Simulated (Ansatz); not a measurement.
## CuBiPbS3 (Aikinite): the LDA gap against the k mesh of the density

Wanted: the cheapest k mesh of the density that holds the LDA gap of CuBiPbS3 (Aikinite).

Program: Ansatz 0.2.0. Level of theory: DFT, LDA, plane waves, PAW. Results are calculated unless marked as measured.

Most raw output is cut from this account.

**1. Set-up**

It takes space group Pnma (No. 62, orthorhombic). Conventional cell: a = 11.638 Å, b = 4.039 Å, c = 11.319 Å, α = 90.00°, β = 90.00°, γ = 90.00°. Nearest to Cu lie 4 S at 2.31 to 2.40 Å. Nearest to Bi lie 6 S at 2.66 to 3.16 Å. Nearest to Pb lie 7 S at 2.89 to 3.26 Å and 2 Cu at 3.29 Å. S has 2 Cu at 2.35 Å and 1 Bi at 2.66 Å and 2 Pb at 2.99 Å nearest. S has 1 Cu at 2.31 Å and 3 Pb at 2.89 to 2.99 Å and 2 Bi at 2.95 Å nearest. Nearest to S lie 1 Cu at 2.40 Å and 3 Bi at 2.76 to 3.16 Å and 2 Pb at 3.26 Å. Farther neighbours and most contacts between anions are not listed.

The cell and positions come from the Crystallography Open Database and are kept as given unless a step says otherwise. Spin-orbit coupling is left out unless a step names it. The default PAW set here is soft_2. Its files were made with PBE.

**2. k mesh of the density: 1×2×1**

input.yaml

```yaml
crystal:
  lattice:
    - [11.638, 0.0, 0.0]
    - [0.0, 4.039, 0.0]
    - [0.0, 0.0, 11.319]
  atoms:
    - { symbol: Cu, position: [0.2338, 0.25, 0.2085] }
    - { symbol: Cu, position: [0.2662, 0.75, 0.7085] }
    - { symbol: Cu, position: [0.7338, 0.25, 0.2915] }
    - { symbol: Cu, position: [0.7662, 0.75, 0.7915] }
    - { symbol: Bi, position: [0.0189, 0.25, 0.6827] }
    - { symbol: Bi, position: [0.4811, 0.75, 0.1827] }
    - { symbol: Bi, position: [0.5189, 0.25, 0.8173] }
    - { symbol: Bi, position: [0.9811, 0.75, 0.3173] }
    - { symbol: Pb, position: [0.8329, 0.25, 0.0105] }
    - { symbol: Pb, position: [0.6671, 0.75, 0.5105] }
    - { symbol: Pb, position: [0.3329, 0.25, 0.4895] }
    - { symbol: Pb, position: [0.1671, 0.75, 0.9895] }
    - { symbol: S, position: [0.716, 0.25, 0.6986] }
    - { symbol: S, position: [0.784, 0.75, 0.1986] }
    - { symbol: S, position: [0.216, 0.25, 0.8014] }
    - { symbol: S, position: [0.284, 0.75, 0.3014] }
    - { symbol: S, position: [0.0467, 0.25, 0.14] }
    - { symbol: S, position: [0.4533, 0.75, 0.64] }
    - { symbol: S, position: [0.5467, 0.25, 0.36] }
    - { symbol: S, position: [0.9533, 0.75, 0.86] }
    - { symbol: S, position: [0.3775, 0.25, 0.0559] }
    - { symbol: S, position: [0.1225, 0.75, 0.5559] }
    - { symbol: S, position: [0.8775, 0.25, 0.4441] }
    - { symbol: S, position: [0.6225, 0.75, 0.9441] }
kpoints:
  mp_grid: { grid: [1, 2, 1] }
  band_path:
    path:
      - [0.0, 0.0, 0.0]
      - [0.5, 0.0, 0.0]
      - [0.5, 0.5, 0.0]
      - [0.0, 0.5, 0.0]
      - [0.0, 0.0, 0.5]
      - [0.5, 0.0, 0.5]
      - [0.5, 0.5, 0.5]
      - [0.0, 0.5, 0.5]
      - [0.0, 0.0, 0.4]
      - [0.0, 0.25, 0.0]
      - [0.0, 0.0, 0.35]
    npoints: 1
hamiltonian:
  xc: lda
scf:
  occupations: { method: fixed }
  n_extra_bands: 12
output:
  eigenvalues: true
  forces: true
  stress: true
  write_density: true
  write_potential: true
  elf: true
  volumetric_format: npy
```

Started as:

```
$ ansatz run input.yaml --threads 3 --pin off --max-ram 92160MiB --backend cuda --events-out ev --progress --plain --runs-dir out --devices 1 --max-vram 13GiB
```

Wall time 8 s (1 × NVIDIA H100 80GB HBM3 (shared by 6 runs) with 3 threads of AMD EPYC 7R13 (Zen 3), shared host); peak memory 1.2 GiB.

Numbers from this step:

```yaml
pressure: -3.031 GPa
gap: 0.5789 eV
valence_top_at: k = (0.000, 0.000, 0.400)
conduction_bottom_at: k = (0.000, 0.250, 0.000)
least_direct_gap: 0.6083 eV
```

The gap is indirect, with the least direct gap 0.03 eV higher.

**3. k mesh of the density: 2×4×2**

input.yaml, as its differences from that of step 2:

```diff
@@ -31,3 +31,3 @@
 kpoints:
-  mp_grid: { grid: [1, 2, 1] }
+  mp_grid: { grid: [2, 4, 2] }
   band_path:
@@ -55,5 +55 @@
   stress: true
-  write_density: true
-  write_potential: true
-  elf: true
-  volumetric_format: npy
```

It took 9.2 s on 1 × NVIDIA H100 80GB HBM3 (shared by 6 runs) with 3 threads; peak memory 1.1 GiB; 15 s of CPU time.

Numbers from this step:

| Item | Value |
| --- | --- |
| pressure | -3.874 GPa |
| gap | 0.5891 eV |
| valence top at | k = (0.000, 0.000, 0.400) |
| conduction bottom at | k = (0.000, 0.250, 0.000) |
| least direct gap | 0.6178 eV |

The gap is 0.589 eV, +0.010 eV from the run before at this level.

**4. k mesh of the density: 2×6×2 (the default)**

input.yaml, as its differences from that of step 3:

```diff
@@ -31,17 +31,10 @@
 kpoints:
-  mp_grid: { grid: [2, 4, 2] }
+  mp_grid: { grid: [2, 6, 2] }
   band_path:
     path:
-      - [0.0, 0.0, 0.0]
-      - [0.5, 0.0, 0.0]
-      - [0.5, 0.5, 0.0]
-      - [0.0, 0.5, 0.0]
-      - [0.0, 0.0, 0.5]
-      - [0.5, 0.0, 0.5]
-      - [0.5, 0.5, 0.5]
-      - [0.0, 0.5, 0.5]
-      - [0.0, 0.0, 0.4]
-      - [0.0, 0.25, 0.0]
-      - [0.0, 0.0, 0.35]
-    npoints: 1
+      - [[0.0, 0.0, 0.0], [0.5, 0.0, 0.0], [0.5, 0.5, 0.0], [0.0, 0.5, 0.0], [0.0, 0.0, 0.0], [0.0, 0.0, 0.5], [0.5, 0.0, 0.5], [0.5, 0.5, 0.5], [0.0, 0.5, 0.5], [0.0, 0.0, 0.5]]
+      - [[0.5, 0.0, 0.0], [0.5, 0.0, 0.5]]
+      - [[0.0, 0.5, 0.0], [0.0, 0.5, 0.5]]
+      - [[0.5, 0.5, 0.0], [0.5, 0.5, 0.5]]
+    npoints: 10
 hamiltonian:
@@ -49,3 +42,3 @@
 scf:
-  occupations: { method: fixed }
+  occupations: { method: fermi_dirac, width: 0.02 }
   n_extra_bands: 12
@@ -55 +48,5 @@
   stress: true
+  write_density: true
+  write_potential: true
+  elf: true
+  volumetric_format: npy
```

It took 38 s on 1 × NVIDIA H100 80GB HBM3 (shared by 6 runs) with 3 threads; peak memory 1.6 GiB.

Numbers from this step:

```
pressure             : -3.852 GPa
gap                  : 0.5887 eV
valence top at       : k = (0.000, 0.000, 0.400)
conduction bottom at : k = (0.000, 0.250, 0.000)
least direct gap     : 0.6159 eV
```

The gap is 0.589 eV, as in the run before at this level.

**5. k mesh of the density: 4×8×4**

input.yaml, as its differences from that of step 4:

```diff
@@ -31,10 +31,17 @@
 kpoints:
-  mp_grid: { grid: [2, 6, 2] }
+  mp_grid: { grid: [4, 8, 4] }
   band_path:
     path:
-      - [[0.0, 0.0, 0.0], [0.5, 0.0, 0.0], [0.5, 0.5, 0.0], [0.0, 0.5, 0.0], [0.0, 0.0, 0.0], [0.0, 0.0, 0.5], [0.5, 0.0, 0.5], [0.5, 0.5, 0.5], [0.0, 0.5, 0.5], [0.0, 0.0, 0.5]]
-      - [[0.5, 0.0, 0.0], [0.5, 0.0, 0.5]]
-      - [[0.0, 0.5, 0.0], [0.0, 0.5, 0.5]]
-      - [[0.5, 0.5, 0.0], [0.5, 0.5, 0.5]]
-    npoints: 10
+      - [0.0, 0.0, 0.0]
+      - [0.5, 0.0, 0.0]
+      - [0.5, 0.5, 0.0]
+      - [0.0, 0.5, 0.0]
+      - [0.0, 0.0, 0.5]
+      - [0.5, 0.0, 0.5]
+      - [0.5, 0.5, 0.5]
+      - [0.0, 0.5, 0.5]
+      - [0.0, 0.0, 0.4]
+      - [0.0, 0.25, 0.0]
+      - [0.0, 0.0, 0.35]
+    npoints: 1
 hamiltonian:
@@ -42,3 +49,3 @@
 scf:
-  occupations: { method: fermi_dirac, width: 0.02 }
+  occupations: { method: fixed }
   n_extra_bands: 12
```

Elapsed: 25 s, on 1 × NVIDIA H100 80GB HBM3 (shared by 6 runs) with 3 threads; peak memory 2.2 GiB; 56 s of CPU time.

This step gave:

```
pressure             : -3.849 GPa
gap                  : 0.5894 eV
valence top at       : k = (0.000, 0.000, 0.400)
conduction bottom at : k = (0.000, 0.250, 0.000)
least direct gap     : 0.6165 eV
```

The gap is 0.589 eV, +0.001 eV from the run before at this level.

**6. The series**

Differences are against the last row; a negative gap means that bands overlap, and a run with a band path holds that path's time. Times are wall times on 1 × NVIDIA H100 80GB HBM3 (shared by 6 runs) with 3 threads of AMD EPYC 7R13 (Zen 3), shared host, good to a factor of about two.

| k mesh of the density | gap (eV) | direct gap (eV) | gap error (eV) | energy error (meV/atom) | irreducible k | time |
| --- | --- | --- | --- | --- | --- | --- |
| 1×2×1 | 0.579 | 0.608 | −0.010 | +69.5 | 2 | 8 s |
| 2×4×2 | 0.589 | 0.618 | −0.0003 | +0.0 | 12 | 9.2 s |
| 2×6×2 | 0.589 | 0.616 | −0.001 | +0.1 | 16 | 38 s |
| 4×8×4 | 0.589 | 0.617 | +0.000 | +0.0 | 45 | 25 s |

**7. Summary of results**

```
1×2×1 : 0.579 eV
2×4×2 : 0.589 eV
2×6×2 : 0.589 eV
4×8×4 : 0.589 eV
```

The gap holds to 0.02 eV from 1×2×1 on, the cheapest setting tried. At 1×2×1 the gap is off by −0.010 eV and the energy by +69 meV/atom. The gap is read over the mesh and added points near the edges, so meshes differ mainly through the density and, for a hybrid, the exchange operator. The runs have no spin polarisation. For a closed low-spin shell that is the natural state; where a d or f shell is open it is a constraint, and the gap is then not the crystal's own.

[Paths, hosts, dates, memory and timing lines, banners, echoed tables and standing remarks are left out of the program output.]

[Logs are printed without paths, hosts, clocks, repeated set-up lines and the standing remarks that a program may print on its own settings, such as how far it seeks lower states.]

[Runs of the session that timed out or met a known fault of the program may be left out.]

[Cells called generated may have been cut or substituted from an entry of the Crystallography Open Database or the Materials Project.]

[Hosts, paths, dates, database ids (printed as entryN), source tags and the programs' standing remarks are cut or masked in the printed files.]
